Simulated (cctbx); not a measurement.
# Diagnosing a refinement

Cell a = 7.8520 Å, b = 7.8520 Å, c = 7.8520 Å, α = 90.00°, β = 90.00°, γ = 90.00°; space group F-43m (no. 216).

The data are simulated with cctbx, not measured: synchrotron X-rays, λ = 0.4959 Å, to d = 0.7 Å, 50 % of the full sphere, strongest reflection 70000 counts, noise from counting, a 2 % proportional error and a noise floor of 2 counts (s.d.); no absorption.

An anisotropic refinement with weights 1/σ² prints:

```text
Rint 0.017, 99 unique reflections to 0.71 A
cycle     R1     wR2    GooF  max shift (A)
   1  0.0872  0.1681  17.046   0.00000
   2  0.0837  0.1625  16.479   0.00000
final R1 0.0837 wR2 0.1625 GooF 16.479  parameters 4  data/parameter 24.8
atom        x        y        z      Ueq    occ   su(xyz)  su(Uiso or U11)
Bi1    0.00000  0.00000  0.00000   0.0056  1.000  0.00000  0.0008
Sr1    0.50000  0.00000  0.00000   0.0094  1.000  0.00000  0.0012
Co1    0.25000  0.25000  0.25000   0.0069  1.000  0.00000  0.0067
Mn1    0.25000  0.25000  0.75000   0.0073  1.000  0.00000  0.0075
difference map: max 22.19 min -1.44 rms 1.75
Q1    0.9999  0.2500  0.2500   24   22.19  1.96 A from Mn1
Q2    0.0000  0.0000  0.0000    4   12.93  0.00 A from Bi1
Q3    0.0000  0.0000  0.5000    4    9.95  0.00 A from Sr1
Q4    0.2166  0.2166  0.2834   16    0.91  0.45 A from Co1
Q5    0.2181  0.2181  0.7181   16    0.87  0.43 A from Mn1
Q6    0.0816  0.1535  0.7516   96    0.59  1.52 A from Mn1
```

Q: Accept it or mend it, and why?

Mend it. The fault: an atom left out, O at (1/4, 0.4987, 3/4). Against the right model at the same level, R1 goes from 0.0043 to 0.0837 and GooF from 0.96 to 16.48 and the top difference peak, 22.2 e/Å³, lies 1.96 Å from Mn1. Q1 is the missing atom. With scattering power missing, scale and phases suffer, so peaks may also grow on the heavy atoms.

The compound is SrMnCoBiO6. The right model at the same level gives:

```text
Rint 0.017, 99 unique reflections to 0.71 A
cycle     R1     wR2    GooF  max shift (A)
   1  0.0043  0.0093   0.964   0.00104
   2  0.0043  0.0092   0.958   0.00006
final R1 0.0043 wR2 0.0092 GooF 0.958  parameters 8  data/parameter 12.4
atom        x        y        z      Ueq    occ   su(xyz)  su(Uiso or U11)
Bi1    0.00000  0.00000  0.00000   0.0066  1.000  0.00000  0.0000
Sr1    0.50000  0.00000  0.00000   0.0090  1.000  0.00000  0.0001
Co1    0.25000  0.25000  0.25000   0.0096  1.000  0.00000  0.0004
Mn1    0.25000  0.25000  0.75000   0.0086  1.000  0.00000  0.0004
O1     0.25000  0.49812  0.75000   0.0138  1.000  0.00073  0.0004
Flack x: -0.13(17)
Hooft y: -0.161(160)  Bijvoet pairs: 41
difference map: max 0.18 min -0.24 rms 0.05
Q1    0.1435  0.1435  0.3565   16    0.18  1.45 A from Co1
Q2    0.1440  0.1440  0.6440   16    0.16  1.44 A from Mn1
Q3    0.1004  0.1004  0.8366   48    0.15  1.56 A from O1
Q4    0.1031  0.1031  0.1669   48    0.14  1.56 A from O1
Q5    0.0000  0.0000  0.0860   24    0.12  0.68 A from Bi1
Q6    0.0258  0.1467  0.6467   48    0.09  1.16 A from O1
```

Isotropic U is held between 0.0001 and 1 Å² by the program, and listed peak heights are interpolated, so they can pass the grid's maximum.

The model is made up (kin elements in a known structure type, no relaxation), so it says nothing on whether the phase exists.

[Middle refinement cycles are left out of these outputs.]

[Logs are printed without paths, hosts, clocks, repeated set-up lines and the standing remarks that a program may print on its own settings, such as how far it seeks lower states.]
